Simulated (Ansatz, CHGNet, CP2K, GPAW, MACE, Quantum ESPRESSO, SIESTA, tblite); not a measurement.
# tblite on random packing of 91Li3PO4-9P3N5 (mol %) (88 atoms): settings against a plane-wave reference

How near does tblite come to plane waves for random packing of 91Li3PO4-9P3N5 (mol %) (88 atoms)?

Calculated with tblite 0.8.0; the method is named at each step.

## 1. The structure

The cell holds 88 atoms: 30 Li, 13 P, 40 O and 5 N. Cell: a = 9.863 Å, b = 9.863 Å, c = 9.863 Å, α = 90.0°, β = 90.0°, γ = 90.0°. 88 atoms (30 Li, 13 P, 40 O, 5 N) packed at random in a cube at 2.29 g/cm³ and pushed apart as soft spheres, cations and anions kept from their own kind; a start for melting by ab initio MD, not an equilibrated structure. Then every atom was moved at random, 0.05 Å r.m.s. a Cartesian component.

The yardstick, on the same geometry:

| Item | Value |
| --- | --- |
| method | Kohn-Sham DFT, PBE, SSSP efficiency 1.3.0 pseudopotentials, plane waves (Quantum ESPRESSO 7.5); sssp-pbe-1.3.0-efficiency, cutoffs 60/480 Ry, Γ point |
| r.m.s. force component | 1.457 eV/Å |
| longest force | 5.384 eV/Å |
| pressure | -3.559 GPa |
| time | 8.3 min on 4 MPI ranks of Arm Neoverse V2, shared host |
| CPU time | 33 min |

## 2. GFN1-xTB

Method: GFN1-xTB tight binding, diagonalisation.

run.py reads:

```python
import numpy as np
from ase.io import read
from tblite.ase import TBLite

atoms = read("structure.xyz")
atoms.calc = TBLite(method="GFN1-xTB", electronic_temperature=580, accuracy=1.0, max_iterations=250, mixer_damping=0.4, verbosity=1)
energy = atoms.get_potential_energy()
forces = atoms.get_forces()
print(f"energy {energy:.6f} eV")
print("forces (eV/A)")
for i, (a, f) in enumerate(zip(atoms, forces)):
    print(f"{i:4d} {a.symbol:2s} {f[0]:10.5f} {f[1]:10.5f} {f[2]:10.5f}")
stress = -atoms.get_stress(voigt=False) * 160.21766
print("stress (GPa, compression positive)")
for row in stress:
    print(" ".join(f"{x:10.4f}" for x in row))
print("charges (e)")
print(np.array2string(atoms.get_charges(), precision=4, suppress_small=True, max_line_width=110, threshold=100000))
```

structure.xyz reads:

```xyz
88
Lattice="9.86300 0.00000 0.00000 0.00000 9.86300 0.00000 0.00000 0.00000 9.86300" Properties=species:S:1:pos:R:3 pbc="T T T"
Li 9.43317 6.78594 5.29781
Li 7.09958 8.94564 0.28267
Li 5.98674 6.51283 6.12502
Li 4.46350 8.24211 7.20522
Li 4.07608 7.62361 2.42561
Li 9.53387 3.51261 5.96435
Li 2.41466 6.65023 6.85094
Li 3.11276 3.80623 6.67459
Li 6.41845 2.26030 4.85230
Li 4.02943 1.79132 8.50200
Li 8.75913 4.72033 9.63822
Li 5.11890 4.51992 7.54312
Li 9.54216 6.45819 2.42156
Li 8.87848 7.34823 0.06155
Li 3.41447 4.59705 1.78698
Li 1.41159 4.58600 9.43169
Li 2.35085 8.26450 9.39766
Li 8.38937 8.99289 5.23390
Li 7.19180 0.76852 2.09658
Li 1.30369 2.15053 7.35957
Li 1.50440 5.51539 3.74370
Li 1.31927 8.21982 3.20311
Li 7.19289 0.42302 8.04959
Li 6.95253 3.26278 0.81537
Li 1.95347 2.06216 0.00996
Li 7.33344 4.60267 5.48955
Li 7.30503 7.39577 2.22884
Li 3.68847 4.08535 4.20637
Li 3.88987 9.61317 3.78216
Li 1.94242 8.88923 5.54419
P 0.66171 1.45312 4.64794
P 9.56760 0.35112 7.18312
P 7.30493 4.57752 2.95900
P 9.12840 2.04371 8.90639
P 5.04206 9.75096 1.46022
P 5.63789 0.39265 6.21172
P 6.82677 6.22296 8.68151
P 0.80433 0.36769 2.04085
P 8.95866 2.79537 2.35233
P 4.46735 5.82913 9.53229
P 3.79252 1.96708 2.35745
P 9.79741 9.43287 9.53249
P 0.45616 7.59875 7.98390
O 8.71652 8.26539 8.29054
O 5.83239 2.16158 7.45071
O 5.76877 0.53684 0.04419
O 3.36476 5.19376 7.69876
O 1.50352 7.12552 1.62365
O 7.25256 4.54112 7.42812
O 0.28701 8.30405 6.47131
O 2.66153 5.77567 9.65972
O 5.56046 0.41878 4.60977
O 8.37359 2.54100 3.94727
O 7.93735 0.33514 3.84746
O 1.49819 2.32402 2.18682
O 3.29651 0.57413 9.85432
[... 28 atom lines left out ...]
N 3.38567 1.53685 6.62419
N 0.16244 5.66906 7.52991
N 6.56126 8.68102 6.00972
N 5.39378 4.47494 1.23692
```

Started as:

```console
> OMP_NUM_THREADS=1 python run.py > output.txt
```

Output:

```text
------------------------------------------------------------
  cycle        total energy    energy error   density error
------------------------------------------------------------
      1     -215.8348869517  -2.1576826E+02   1.1075687E+00
      2     -168.8368778805   4.6998009E+01   2.0241745E+00
      3     -129.6063500533   3.9230528E+01   1.0536025E+00
      4     -214.7548531831  -8.5148503E+01   7.1723979E-01
      5     -201.0738767433   1.3680976E+01   7.9943696E-01
      6     -230.8334440753  -2.9759567E+01   5.3959976E-01
      7     -225.0199108806   5.8135332E+00   6.4724748E-01
      8     -232.2417523402  -7.2218415E+00   5.2411387E-01
      9     -243.8916380144  -1.1649886E+01   3.3011585E-01
     10     -243.2055287869   6.8610923E-01   3.2233121E-01
     11     -243.7653767074  -5.5984792E-01   2.7040839E-01
     12     -241.1786039771   2.5867727E+00   3.7005815E-01
     13     -244.9653772013  -3.7867732E+00   2.8293911E-01
     14     -245.9431331768  -9.7775598E-01   2.0897875E-01
     15     -245.3836667487   5.5946643E-01   2.4161316E-01
     16     -246.4907641352  -1.1070974E+00   1.9977211E-01
     17     -247.0698566130  -5.7909248E-01   1.5662805E-01
     18     -247.4163608943  -3.4650428E-01   1.4412979E-01
     19     -247.3327336750   8.3627219E-02   1.5015173E-01
     20     -247.8755009077  -5.4276723E-01   1.0191209E-01
     21     -248.0291377754  -1.5363687E-01   7.8864711E-02
     22     -248.0975716910  -6.8433916E-02   7.3761871E-02
     23     -248.1160155535  -1.8443862E-02   6.8006344E-02
     24     -248.1531160698  -3.7100516E-02   6.3496988E-02
[...]
36     -248.3557916293  -1.3659329E-05   5.7554675E-04
     37     -248.3558012417  -9.6124605E-06   5.1201630E-04
     38     -248.3558093075  -8.0657821E-06   2.9602883E-04
     39     -248.3558123501  -3.0425697E-06   1.6963761E-04
     40     -248.3558128771  -5.2698897E-07   1.3812371E-04
     41     -248.3558137347  -8.5764719E-07   5.4548699E-05
     42     -248.3558137279   6.7900316E-09   5.4350191E-05
     43     -248.3558138605  -1.3255590E-07   1.7041406E-05
------------------------------------------------------------
 total:                                   5.430 sec
energy -6758.105922 eV
forces (eV/A)
   0 Li   -0.56485   -0.08832    0.56236
   1 Li   -0.65621   -0.28022   -0.37252
   2 Li    0.15342    0.59146   -0.61347
   3 Li   -0.03992    0.15687    0.41187
   4 Li    0.24536   -0.76526   -0.18718
   5 Li    0.01574    0.03696    0.09868
   6 Li    0.27667   -0.45476   -0.21820
   7 Li   -0.66293   -0.56639   -0.35064
   8 Li    0.69897   -0.29845   -0.02947
   9 Li    0.72285   -0.17223    0.14144
  10 Li   -0.12017   -0.10957   -0.51508
  11 Li    0.70744   -0.75469    0.12983
  12 Li    0.12572   -0.15839   -0.07682
  13 Li   -0.03053   -0.78461    0.49114
  14 Li    0.16844    0.40975   -0.11612
  15 Li    0.19026   -0.12262   -0.82093
  16 Li    0.56413    0.32523    0.49036
  17 Li   -0.56618    0.25309   -0.40865
  18 Li    0.30048   -0.00540    0.99447
  19 Li    0.89999    0.11945   -0.09641
  20 Li    0.32270   -0.21099    0.47551
  21 Li    0.46559   -0.58327   -0.12338
  22 Li   -0.64290    0.45939    0.06767
  23 Li   -0.85227   -0.33653   -0.46744
[...]
80 O    -0.99165   -0.10123    0.25191
  81 O     0.68655   -0.07230   -3.67241
  82 O     0.52980   -1.28956   -0.36408
  83 N     2.02361   -0.07427   -0.44804
  84 N     0.87798   -0.96148   -0.38858
  85 N     0.14961    3.30260    1.06016
  86 N    -0.62102    0.66054    0.53232
  87 N    -0.70242    1.68233    0.06035
stress (GPa, compression positive)
  -11.3123    -1.4873    -2.8490
   -1.4873    -8.0760    -1.0695
   -2.8490    -1.0695    -7.4322
charges (e)
[ 0.34    0.3872  0.3376  0.394   0.4345  0.2876  0.3745  0.3607  0.3921  0.4459  0.2796  0.357   0.2306
  0.293   0.3407  0.3023  0.3653  0.3723  0.3789  0.3443  0.3445  0.3363  0.3877  0.3086  0.3605  0.2598
  0.3479  0.3461  0.3907  0.4489  0.5012  0.4464  0.3258  0.4018  0.5152  0.4929  0.4939  0.4981  0.4621
  0.4691  0.4966  0.3999  0.4263 -0.4035 -0.3358 -0.3158 -0.4325 -0.5124 -0.4242 -0.3264 -0.39   -0.2919
 -0.3693 -0.3759 -0.4629 -0.3789 -0.3384 -0.3686 -0.354  -0.4108 -0.4964 -0.4147 -0.3627 -0.438  -0.3061
 -0.4972 -0.4223 -0.4043 -0.3985 -0.4505 -0.4599 -0.5042 -0.4996 -0.4071 -0.5439 -0.4165 -0.4963 -0.356
 -0.3819 -0.3623 -0.3144 -0.368  -0.4233 -0.1892  0.0688 -0.1373  0.0419 -0.0473]
```

It took 6.1 s on 1 thread of Arm Neoverse V2, shared host; peak memory 0.12 GiB.

Banners, paths, timers and routine set-up lines are dropped from the logs unmarked, and long logs keep their key lines alone; longer cuts are marked.

Against the reference:

| Item | Value |
| --- | --- |
| r.m.s. force component | 1.677 eV/Å |
| r.m.s. difference of force components | 653.8 meV/Å |
| longest difference of force vectors | 3543 meV/Å |
| force difference over r.m.s. force | 44.88 % |
| slope of forces against the reference's | 1.062 |
| correlation of force components | 0.9224 |
| pressure | -8.94 GPa |
| pressure difference | -5.381 GPa |

Length of the force difference by element (eV/Å):

| element | atoms | mean | most |
| --- | --- | --- | --- |
| Li | 30 | 0.42 | 0.78 |
| N | 5 | 0.98 | 1.5 |
| O | 40 | 1.2 | 3.5 |
| P | 13 | 1.3 | 2.2 |

The surroundings of N84, one of the 5 N atoms, nearest first, numbered as they follow in the input and with coordinates relative to it.

```
atom      x      y      z  distance (Å)  Mulliken charge (e)     Fx     Fy  Fz (eV/Å)
 N84   0.00   0.00   0.00          0.00                -0.19   2.02  -0.07      -0.45
 P34  -0.16  -1.41   0.71          1.59                 0.40  -5.20   0.98       1.49
Li11  -0.53   1.27   1.44          1.99                 0.28  -0.12  -0.11      -0.52
 Li6   0.25   0.06  -2.23          2.24                 0.29   0.02   0.04       0.10
 O69  -1.86  -1.24   0.92          2.41                -0.40   5.31  -1.21       0.48
 N86   0.74   2.22  -0.66          2.43                -0.14   0.15   3.30       1.06
 O49  -2.03   1.09  -0.77          2.43                -0.42  -0.74   2.43       1.33
Li20   1.88  -1.30  -0.83          2.43                 0.34   0.90   0.12      -0.10
Li16   1.99   1.13   1.24          2.60                 0.30   0.19  -0.12      -0.82
```

Atoms are counted from 1 here, from 0 in the log.

Forces lie 45 % from the reference's, at 0.0031 times its CPU time (on 1 against 4 cores).

## 3. Results

- force difference from the reference: tblite GFN1-xTB, 45 %
- its CPU time: 6.1 s

In words: Tight binding differs by 45 % (tblite GFN1-xTB); it is another model, with fitted parameters of its own, and the xTB methods hold dispersion. One electronic-structure run takes under half the reference's CPU time: tblite GFN1-xTB, at 45 % in 6.1 s against 33 min; its pressure misses by -5.4 GPa. Periodic xTB results under one method name differ between programs and library versions. The reference's pressure holds the uncorrected Pulay stress of its 60 Ry basis, so small pressure differences, and their order, may be the reference's own error. The reference's pressure of -3.6 GPa belongs to a cell and atoms that aren't relaxed at this level. The electronic-structure runs sample only Γ, in a cell whose shortest periodic width is 10 Å, which is coarse for a cell with partly filled levels.

[Also dropped from logs without a mark: logging warnings of Python, and SIESTA's first energy breakdown and zero terms.]

[Logs are printed without paths, hosts, clocks, repeated set-up lines and the standing remarks that a program may print on its own settings, such as how far it seeks lower states.]

[Hosts, paths, dates, database ids (printed as entryN), source tags and the programs' standing remarks are cut or masked in the printed files.]
